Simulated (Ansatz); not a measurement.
# LiBe (Pm-3m): a soft mode frozen in

Wanted: the energy along a soft mode of LiBe (Pm-3m) and the structure at the end.

Program: Ansatz 0.2.0. Level of theory: DFT PBEsol, scalar-relativistic, plane waves, PAW; PAW set soft_1. Results are calculated unless marked as measured.

Report form: the programs' logs are mostly left out.

### Step 1. The structure

It takes space group Pm-3m (No. 221, cubic). The conventional cell has a = 2.802 Å, b = 2.802 Å, c = 2.802 Å, α = 90.00°, β = 90.00°, γ = 90.00°. Li has 8 Be at 2.43 Å nearest. Nearest to Be lie 8 Li at 2.43 Å. Farther neighbours are not listed.

### Step 2. The dispersion

The cell comes from relaxations at this level that are not shown. Stability and thermal properties need the whole zone. Linear response on a 4×4×4 q mesh gives force constants as far as a supercell of that size would.

input.yaml reads:

```yaml
crystal:
  lattice:
    - [2.8019923598, 0.0, 0.0]
    - [0.0, 2.8019923598, 0.0]
    - [0.0, 0.0, 2.8019923598]
  atoms:
    - { symbol: Li, position: [0.0, 0.0, 0.0] }
    - { symbol: Be, position: [0.5, 0.5, 0.5] }
kpoints:
  mp_grid: { grid: [16, 16, 16] }
hamiltonian:
  xc: pbesol
  pseudopotentials: { kind: paw, azcp: { folder: soft_1 }, xc_functional: pbe }
scf:
  occupations: { method: methfessel_paxton, width: 0.2 }
output:
  eigenvalues: true
phonons:
  method: dfpt
  qmesh: [4, 4, 4]
  temperatures: { t_max: 1000, t_step: 50 }
  qpath:
    path:
      - [[0.0, 0.0, 0.0], [0.0, 0.5, 0.0], [0.5, 0.5, 0.0], [0.0, 0.0, 0.0], [0.5, 0.5, 0.5], [0.0, 0.5, 0.0]]
      - [[0.5, 0.5, 0.5], [0.5, 0.5, 0.0]]
    npoints: 10
```

Command:

```
> ansatz run input.yaml --threads 4 --pin off --max-ram 10240MiB --backend cpu --events-out ev --progress --plain --runs-dir out
```

Run time: 77 s. Hardware: 4 threads of Arm Neoverse V1, shared host; peak memory 1 GiB; 4.9 min of CPU time.

This step gave:

- volume per atom: 11.00 Å³
- gap on the k-mesh: 0 eV
- sum-rule residual before enforcement: 7.00e-6 eV/Å²
- lowest frequency on the path: -91.56 cm⁻¹
- point group: m-3m
- highest frequency on the path or at a solved wavevector: 560.3 cm⁻¹
- highest optical mode at the zone centre (no LO-TO term): 560.3 cm⁻¹
- lowest optical zone-centre mode: 560.3 cm⁻¹
- lowest mode on the q mesh (acoustic modes at Γ apart): -91.56 cm⁻¹

Frequencies (cm⁻¹) solved at each irreducible wavevector; negative means imaginary. Frequencies by wavevector, by row:

| q in reciprocal lattice units | star | mode 1 | mode 2 | mode 3 | mode 4 | mode 5 | mode 6 |
| --- | --- | --- | --- | --- | --- | --- | --- |
| 0 0 0 | 1 | 0 | 0 | 0 | 560.3 | 560.3 | 560.3 |
| 0 0 0.25 | 6 | 174.5 | 229.2 | 229.2 | 489.4 | 524 | 524 |
| 0 0 -0.5 | 3 | 159.3 | 394.6 | 394.6 | 431.7 | 431.7 | 447.1 |
| 0 0.25 0.25 | 12 | -19.4 | 276.9 | 299.6 | 438.3 | 490.9 | 530.3 |
| 0 0.25 -0.5 | 12 | -2.7 | 171.9 | 406.9 | 412 | 493.7 | 519.4 |
| 0 -0.5 -0.5 | 3 | -91.6 | -91.6 | 408.7 | 432.8 | 544 | 544 |
| 0.25 0.25 0.25 | 8 | 210.2 | 210.2 | 257.2 | 449.8 | 508.2 | 508.2 |
| 0.25 0.25 -0.5 | 12 | 124 | 227 | 301 | 464 | 478.7 | 529 |
| 0.25 -0.5 -0.5 | 6 | 179.4 | 179.4 | 320.8 | 448.1 | 527.2 | 527.2 |
| -0.5 -0.5 -0.5 | 1 | 285.8 | 285.8 | 285.8 | 503.3 | 503.3 | 503.3 |

Interpolated from a 4×4×4 q mesh. The phonon branches at the labelled points (cm⁻¹):

| point | branch 1 | branch 2 | branch 3 | branch 4 | branch 5 | branch 6 |
| --- | --- | --- | --- | --- | --- | --- |
| Γ | 0 | 0 | 0 | 560 | 560 | 560 |
| halfway | 174 | 229 | 229 | 489 | 524 | 524 |
| X | 159 | 395 | 395 | 432 | 432 | 447 |
| halfway | -3 | 172 | 407 | 412 | 494 | 519 |
| M | -92 | -92 | 409 | 433 | 544 | 544 |
| halfway | -19 | 277 | 300 | 438 | 491 | 530 |
| Γ | 0 | 0 | 0 | 560 | 560 | 560 |
| halfway | 210 | 210 | 257 | 450 | 508 | 508 |
| R | 286 | 286 | 286 | 503 | 503 | 503 |
| halfway | 124 | 227 | 301 | 464 | 479 | 529 |
| X | 159 | 395 | 395 | 432 | 432 | 447 |
| jump to R | 286 | 286 | 286 | 503 | 503 | 503 |
| halfway | 179 | 179 | 321 | 448 | 527 | 527 |
| M | -92 | -92 | 409 | 433 | 544 | 544 |

Symmetry leaves 10 wavevectors to solve. The lowest mode among them, the acoustic zeros apart, lies at q = (0, -0.5, -0.5) and is imaginary, 91.6i cm⁻¹, so the energy falls along it.

### Step 3. The mode frozen in, largest atomic shift 0 Å

The mode followed lies at q = (0, -0.5, -0.5) with frequency 91.6i cm⁻¹ and is 2-fold degenerate, the softest among the wavevectors solved. At small amplitude the distorted cell has space group no. 10 by a symmetry search on the positions. The undistorted cell that holds it gives the zero of energy on the same k mesh.

System of this step: LiBe. The structure is cubic, space group Pm-3m (No. 221). The conventional cell has a = 2.802 Å, b = 2.802 Å, c = 2.802 Å, α = 90.00°, β = 90.00°, γ = 90.00°. Li has 8 Be at 2.43 Å nearest. Nearest to Be lie 8 Li at 2.43 Å. Farther neighbours are not listed.

input.yaml, the sections that differ from step 2:

```yaml
crystal:
  lattice:
    - [-2.8019923598, 0.0, 0.0]
    - [0.0, -2.8019923598, -2.8019923598]
    - [0.0, -2.8019923598, 2.8019923598]
  atoms:
    - { symbol: Li, position: [0.0, 0.5, 0.5] }
    - { symbol: Li, position: [0.0, 1.0, 1.0] }
    - { symbol: Be, position: [0.5, 0.0, 0.5] }
    - { symbol: Be, position: [0.5, 0.5, 0.0] }
kpoints:
  mp_grid: { grid: [16, 10, 10] }
output:
  forces: true
  stress: true
  eigenvalues: true
# hamiltonian, scf: as in step 2
# phonons: removed
```

The job ended after 1.8 s (4 threads; peak memory 0.36 GiB; 6.4 s of CPU time).

Numbers from this step:

* pressure: 0.07663 GPa
* energy from the undistorted cell: 0 meV/atom

The run ends at a pressure of 0.08 GPa.

### Step 4. The mode frozen in, largest atomic shift 0.22 Å

The atoms are moved along the unstable eigenvector, the largest shift by 0.22 Å, with the cell fixed.

input.yaml, the sections that differ from step 3:

```yaml
crystal:
  lattice:
    - [-2.8019923598, 0.0, 0.0]
    - [0.0, -2.8019923598, -2.8019923598]
    - [0.0, -2.8019923598, 2.8019923598]
  atoms:
    - { symbol: Li, position: [0.0, 0.496015381, 0.5334705251] }
    - { symbol: Li, position: [0.0, 1.003984619, 0.9665294749] }
    - { symbol: Be, position: [0.5, -0.0065631009, 0.4448704044] }
    - { symbol: Be, position: [0.5, 0.5065631009, 0.0551295956] }
# kpoints, hamiltonian, scf, output: as in step 3
```

Wall time 3.1 s (4 threads); peak memory 0.46 GiB.

This step gave:

* pressure: 0.6882 GPa
* energy from the undistorted cell: -3.675 meV/atom

The energy, extrapolated to zero smearing, is -3.67 meV/atom against the undistorted cell.

The run ends at a pressure of 0.69 GPa, with forces up to 0.031 eV/Å.

### Step 5. Energy along the mode, all amplitudes (two of the runs are shown above)

An imaginary frequency means negative curvature, so the energy should fall and then rise again as anharmonic terms take over.

This step gave:

| Property | Result |
| --- | --- |
| depth at the lowest point sampled | 3.675 meV/atom |
| largest atomic shift at that point | 0.22 Å |

The energy from the parent by largest atomic shift:

| largest atomic shift (Å) | energy from the parent (meV/atom) |
| --- | --- |
| 0.000 | 0 |
| 0.040 | -0.192 |
| 0.080 | -0.75 |
| 0.140 | -2.06 |
| 0.220 | -3.67 |
| 0.320 | -2.92 |
| 0.450 | 9.89 |

Displacement at unit largest shift by atom:

| atom | x (Å) | y (Å) | z (Å) | size |
| --- | --- | --- | --- | --- |
| Li1 | 0.00 | -0.38 | 0.48 | 0.61 |
| Li2 | 0.00 | 0.38 | -0.48 | 0.61 |
| Be3 | 0.00 | 0.79 | -0.62 | 1.00 |
| Be4 | 0.00 | -0.79 | 0.62 | 1.00 |

The lowest of the steps tried is at 0.22 Å, 3.67 meV/atom below the parent; the bottom of the well need not coincide with a step.

### Step 6. Relaxation from the frozen mode

Starting from the lowest point found, all atoms and the cell are let go, so that strain and other modes of the same symmetry can join in.

input.yaml: that of step 4 with these lines changed.

```diff
@@ -21 +21,6 @@
   eigenvalues: true
+relax:
+  adjacent_minimum: "off"
+  f_tol: 0.002
+  max_steps: 120
+  cell: { stress_tol: 0.03 }
```

Run time: 54 s. Hardware: 4 threads; peak memory 0.52 GiB.

Step by step:

| step | energy less that of the first step (eV) | largest force component (eV/Å) | pressure (GPa) | volume (Å³) |
| --- | --- | --- | --- | --- |
| 1 | 0.0000 | 0.0257 | 0.69 | 44.00 |
| 2 | -0.0203 | 0.0785 | 0.29 | 44.38 |
| 3 | -0.1117 | 0.1378 | 0.08 | 44.86 |
| 4 | -0.2574 | 0.1645 | 0.65 | 44.57 |
| 5 | -0.3569 | 0.1852 | 0.16 | 44.02 |
| 6 | -0.2914 | 0.5804 | 0.47 | 44.09 |
| 7 | -0.3898 | 0.1031 | 0.25 | 43.95 |
| 8 | -0.3499 | 0.3761 | -0.78 | 44.78 |
| 9 | -0.4019 | 0.0073 | 0.11 | 44.11 |
| 10 | -0.4043 | 0.0061 | -0.05 | 44.25 |
| 11 | -0.4045 | 0.0011 | 0.04 | 44.18 |
| 12 | -0.4045 | 0.0005 | 0.00 | 44.21 |
| 13* | -0.4072 | 0.0006 | 0.07 | 44.21 |
| 14 | -0.4072 | 0.0006 | 0.01 | 44.28 |
| 15* | -0.4072 | 0.0006 | 0.01 | 44.28 |

Relaxation steps marked * repeat the geometry before them on a plane-wave basis chosen anew for their cell, so energy and pressure can jump there. Relaxation steps 6, 8 were tried and not accepted.

The run keeps the 4 symmetry operations that it works with, so distortions that break them were not tested.

| cell as run | before | after | change |
| --- | --- | --- | --- |
| a (Å) | 2.802 | 2.301 | -17.9 % |
| b (Å) | 3.963 | 3.999 | +0.9 % |
| c (Å) | 3.963 | 4.812 | +21.4 % |
| volume (Å³/atom) | 11.00 | 11.07 | +0.6 % |

The atoms that moved most (Å, as changes of fractional coordinates times the final cell):

| atom | dx | dy | dz | length |
| --- | --- | --- | --- | --- |
| Be4 | 0.000 | -0.265 | 0.302 | 0.402 |
| Be3 | 0.000 | 0.265 | -0.302 | 0.402 |
| Li2 | 0.000 | 0.259 | -0.236 | 0.350 |
| Li1 | 0.000 | -0.259 | 0.236 | 0.350 |

This step gave:

* pressure: 0.005839 GPa
* volume per atom: 11.07 Å³

The distorted start has space group P2/m; the relaxation ends in Pmma.

### Step 7. The new phase in its own primitive cell

The relaxed structure is symmetrised, reduced to its primitive cell and relaxed tightly, as its phonons need.

input.yaml, the sections that differ from step 6:

```yaml
crystal:
  lattice:
    - [3.9989065079, 0.0, 0.0]
    - [0.0, 2.30083253, 0.0]
    - [0.0, 0.0, 4.8121904486]
  atoms:
    - { symbol: Li, position: [0.25, 0.0, 0.1437927288] }
    - { symbol: Li, position: [0.75, 0.0, 0.8562072712] }
    - { symbol: Be, position: [0.75, 0.5, 0.3885027029] }
    - { symbol: Be, position: [0.25, 0.5, 0.6114972971] }
kpoints:
  mp_grid: { grid: [10, 18, 10] }
relax:
  adjacent_minimum: "off"
  f_tol: 0.001
  max_steps: 60
  cell: { stress_tol: 0.01 }
# hamiltonian, scf, output: as in step 6
```

Elapsed: 10 s, on 4 threads; peak memory 0.47 GiB.

The steps of the relaxation:

| step | energy less that of the first step (eV) | largest force component (eV/Å) | pressure (GPa) | volume (Å³) |
| --- | --- | --- | --- | --- |
| 1 | 0.0000 | 0.0022 | -0.02 | 44.28 |
| 2 | 0.0000 | 0.0039 | 0.00 | 44.25 |
| 3 | -0.0001 | 0.0002 | 0.00 | 44.24 |
| 4* | 0.0000 | 0.0002 | 0.00 | 44.24 |

Relaxation steps marked * repeat the geometry before them on a plane-wave basis chosen anew for their cell, so energy and pressure can jump there.

Forces are held to the 8 operations that the run works with; a distortion that breaks them can't arise in this run.

| conventional cell, symmetrised | before | after | change |
| --- | --- | --- | --- |
| a (Å) | 3.999 | 4.003 | +0.1 % |
| b (Å) | 2.301 | 2.300 | -0.0 % |
| c (Å) | 4.812 | 4.805 | -0.2 % |
| volume (Å³/atom) | 11.07 | 11.06 | -0.1 % |

Final coordinates:

```xyz
4
Lattice="4.0030 0.0000 0.0000 0.0000 2.3003 0.0000 0.0000 0.0000 4.8048" Properties=species:S:1:pos:R:3 pbc="T T T"
Li    1.0008    0.0000    0.6902
Li    3.0023    0.0000    4.1146
Be    3.0023    1.1501    1.8653
Be    1.0008    1.1501    2.9395
```

This step gave:

* pressure: 0.001359 GPa
* volume per atom: 11.06 Å³

The largest force component left is 0.17 meV/Å and the pressure is 0.001 GPa, within the tolerances set. The cell now holds 11.06 Å³/atom.

### Step 8. Modes of the new phase, k-mesh 10×18×10

A relaxed structure may still be a saddle point, so its zone-centre modes are computed. No field response is asked, since the mesh shows no gap.

input.yaml, the sections that differ from step 7:

```yaml
crystal:
  lattice:
    - [4.0030274255, 0.0, 0.0]
    - [0.0, 2.3002754364, 0.0]
    - [0.0, 0.0, 4.8047990664]
  atoms:
    - { symbol: Li, position: [0.25, 0.0, 0.143647831] }
    - { symbol: Li, position: [0.75, 0.0, 0.856352169] }
    - { symbol: Be, position: [0.75, 0.5, 0.3882084974] }
    - { symbol: Be, position: [0.25, 0.5, 0.6117915026] }
output:
  eigenvalues: true
phonons:
  method: dfpt
# kpoints, hamiltonian, scf: as in step 7
# relax: removed
```

It took 20 s on 4 threads; peak memory 0.81 GiB; 73 s of CPU time.

This step gave:

| Property | Result |
| --- | --- |
| sum-rule residual before enforcement | 4.31e-5 eV/Å² |
| point group | mmm |
| highest optical mode at the zone centre (no LO-TO term) | 548.3 cm⁻¹ |
| lowest optical zone-centre mode | -310.4 cm⁻¹ |

Patterns of degenerate modes are one choice out of their space. The modes at Γ (shares of kinetic energy by element, %) (negative means imaginary):

| mode | frequency (cm⁻¹) | symmetry | Li % | Be % |
| --- | --- | --- | --- | --- |
| 1 | -310.4 | B3g | 1 | 99 |
| 2 | 0.0 | acoustic | 44 | 56 |
| 3 | 0.0 | acoustic | 44 | 56 |
| 4 | 0.0 | acoustic | 44 | 56 |
| 5 | 202.8 | B3g | 99 | 1 |
| 6 | 323.1 | B2u | 56 | 44 |
| 7 | 366.9 | Ag | 32 | 68 |
| 8 | 396.6 | B3u | 56 | 44 |
| 9 | 416.4 | B2g | 62 | 38 |
| 10 | 422.8 | B1u | 56 | 44 |
| 11 | 456.3 | Ag | 68 | 32 |
| 12 | 548.3 | B2g | 38 | 62 |

Displacements in mode 1 (-310.4 cm⁻¹), the largest set to 1:
```
Li1  0.00 -0.09  0.00
Li2  0.00  0.09  0.00
Be3  0.00 -1.00  0.00
Be4  0.00  1.00  0.00
```

Displacements in mode 11 (456.3 cm⁻¹), the largest set to 1:
```
Li1  0.00  0.00  1.00
Li2  0.00  0.00 -1.00
Be3  0.00  0.00  0.60
Be4  0.00  0.00 -0.60
```

Before it was imposed, the acoustic sum rule was missed by 4.3e-5 eV/Å². Small misses are needed for a sound result but don't prove that mesh and cutoff are converged. The lowest optical mode is imaginary, 310.4i cm⁻¹, so the energy falls along it.

### Step 9. Outcome

```yaml
unstable_mode_of_the_parent: q = (0, -0.5, -0.5), 92i cm⁻¹
depth_at_the_lowest_point_sampled: 3.67 meV/atom
largest_atomic_shift_at_that_point: 0.22 Å
space_group_reached_within_0p01_a: Pmma
energy_gained_over_the_parent_first_relaxation_on_the_mesh_of_the_frozen_mode: 105 meV/atom
volume_per_atom_phase_reached: 11.1 Å³
lowest_optical_zone_centre_mode_phase_reached: -310 cm⁻¹
highest_optical_mode_at_the_zone_centre_no_lo_to_term_phase_reached: 548 cm⁻¹
```

What this shows: Along this mode the structure falls into Pmma, 105 meV/atom below the parent. At the parent's cell the well is 3.675 meV/atom deep on the steps tried, with its lowest point at a shift of 0.22 Å. Relaxing atoms and cell changes the gain by +101.68 meV/atom against the lowest step (energies at zero smearing). Most of the total comes from this relaxation. The new phase still has an imaginary mode at the zone centre of its cell, so it is a saddle point on the way to a lower structure. Of the 4 patterns followed to their end from this parent, this one reaches the lowest energy. Each path keeps the symmetry of its pattern, so a lower phase may lie along a pattern not tried. With no gap, or one that is small against the smearing, the frequencies hang on the k mesh and the smearing, most of all near Kohn anomalies. The phonon runs are without spin polarisation, although the cell has an odd electron count. The PAW files were made for PBE and serve the other functionals too. A phonon run warned that its eigensolver left some bands unconverged in a pass.

[Logs are printed without paths, hosts, clocks, repeated set-up lines and the standing remarks that a program may print on its own settings, such as how far it seeks lower states.]

[Hosts, paths, dates, database ids (printed as entryN), source tags and the programs' standing remarks are cut or masked in the printed files.]
